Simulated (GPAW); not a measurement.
AsP (R3m), P K edge of atom 2, with 3 As at 2.45 Å and 3 As at 3.00 Å (distorted octahedral, site symmetry 3m). Method: GPAW, LDA, excited-electron core hole (neutral cell), 8-atom cell with 5.4 Å between holes, 6×6×6 k points, dipole transitions, Gaussian full width 0.9 eV up to 4 eV, rising linearly to 3.5 eV at 25 eV.

```
As P
1.0
     1.84263    1.06384    3.32627
    -1.84263    1.06384    3.32627
     0.00000   -2.12769    3.32627
As P
1 1
Direct
  0.77252 0.77252 0.77252
  0.22748 0.22748 0.22748
```

Energy from the lowest empty level; a common scale on which the isotropic spectrum has a mean of 1 over the first 20 eV.

```tsv
E (eV)	curve 1	curve 2
-2.0	0.00	0.00
-1.0	0.02	0.01
0.0	1.54	0.90
1.0	2.05	2.96
2.0	3.35	2.26
3.0	1.69	1.01
4.0	1.09	1.24
5.0	0.84	1.55
6.0	0.56	0.35
7.0	0.36	0.20
8.0	0.41	0.21
9.0	0.50	0.33
10.0	0.70	0.70
11.0	0.88	0.95
12.0	0.96	0.90
13.0	0.84	0.82
14.0	0.68	0.75
15.0	0.70	0.80
16.0	0.74	0.86
17.0	0.73	0.87
18.0	0.79	0.83
19.0	0.88	0.80
20.0	0.87	0.78
21.0	0.80	0.73
22.0	0.74	0.70
23.0	0.69	0.71
24.0	0.63	0.71
25.0	0.60	0.71
26.0	0.59	0.71
27.0	0.59	0.73
28.0	0.65	0.79
29.0	0.77	0.90
```

Q: The curves are for the electric vector along different Cartesian axes of the cell as given, averaged over the symmetry-equivalent atoms. Which is which?

Curve 1: along x (⊥ c) (the other in-plane axis gives the same curve within 3 %), main maxima 0.5 eV (2.22), 2.0 eV (3.35) and 11.9 eV (0.96). Curve 2: along z (c), main maxima 1.2 eV (3.08), 4.8 eV (1.65) and 11.1 eV (0.95). A K edge sees empty p states on the absorber. Each direction probes the empty orbitals that point along it. The unit cell's mesh shows no gap over 0.35 eV. That is right for a metallic compound; for a small-gap or correlated insulator it would be the fault of the functional or of the assumed magnetic order, and the hole would be screened too well. The holes are only 5.4 Å apart, so the shape is probably not converged with cell size; no larger cell was run here.

[Banner, clock and machine lines of the logs are left out without a mark of their own.]

[Logs are printed without paths, hosts, clocks, repeated set-up lines and the standing remarks that a program may print on its own settings, such as how far it seeks lower states.]

[Hosts, paths, dates, database ids (printed as entryN), source tags and the programs' standing remarks are cut or masked in the printed files.]

[Lists of maxima count a maximum above −3 eV only where it reaches 4 % of the highest in the window and stands out from its surroundings by 2 % of it (1.5 % where it reaches 55 %); shoulders and weaker maxima are passed over, and of the rest the first, up to two pre-edge ones and the few strongest are named.]
